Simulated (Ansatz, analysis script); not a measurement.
## AlCo: energy less the state without spin against total moment, fitted and tested on a withheld row

System: AlCo, 1 Al and 1 Co in the cell, space group Pm-3m. Cell as run: a = 2.819, b = 2.819, c = 2.819 Å, angles 90.0, 90.0, 90.0°, 2 atoms. From the study “Fixed-spin-moment curve of AlCo”.

Method: Free energy against the fixed total moment and moment against field, from collinear runs; PBE, PAW set soft_1 (analysis script 1). Settings shared by all rows: cutoff 420 eV, 14×14×14 k-mesh, Fermi-Dirac occupations, smearing width 0.1 eV. From parallel starts in this cell no moment survives, so no ferromagnetic state is found at this level (opposed orders were not tried), and it is far: a cell moment of 0.5 μB costs 83 meV. In doubt: the program's search for lower states was switched off, so a lower magnetic state than those reached may exist.

The table, with one value held back:

```csv
total moment (μB/cell),energy less the state without spin (meV/cell)
0,0.0
0.1,2.8
0.2,12.9
0.3,30.5
0.4,54.3
0.5,?
0.6,114.7
0.7,149.8
0.8,188.5
0.9,231.0
```

Q: Fit the rows given and predict the energy less the state without spin at total moment = 0.5 μB/cell.

**Law.** Time reversal makes the energy even in the moment, so it is expanded as a Landau series from the state without spin. In symbols, E = c2 M² + c4 M⁴ + c6 M⁶, with energy less the state without spin in meV/cell.

**Fit.** Least squares on 8 rows gives c2 = 355.121, c4 = -121.133 and c6 = 42.67.

```csv
total moment (μB/cell),computed,fit,computed − fit
0.1,2.8,3.54,-0.74
0.2,12.9,14.01,-1.11
0.3,30.5,31.01,-0.51
0.4,54.3,53.89,0.41
0.6,114.7,114.14,0.56
0.7,149.8,149.95,-0.15
0.8,188.5,188.85,-0.35
0.9,231.0,230.85,0.15
```

The quadratic term is positive, so within this fit the state without spin is locally stable against a small uniform moment.

**Prediction.** At total moment = 0.5 μB/cell the law predicts 81.88 meV/cell. The computed value is 82.8 meV/cell, 0.92 above the prediction. The row lies between fitted rows, so this is an interpolation. The miss is 1.6 times the rms residual of the fit, 0.58.

[Logs and program files are shortened in this print: banners, set-up blocks, solver, clock and traceback lines can be left out without a mark of their own.]

[Logs are printed without paths, hosts, clocks, repeated set-up lines and the standing remarks that a program may print on its own settings, such as how far it seeks lower states.]

[Hosts, paths, dates, database ids (printed as entryN), source tags and the programs' standing remarks are cut or masked in the printed files.]
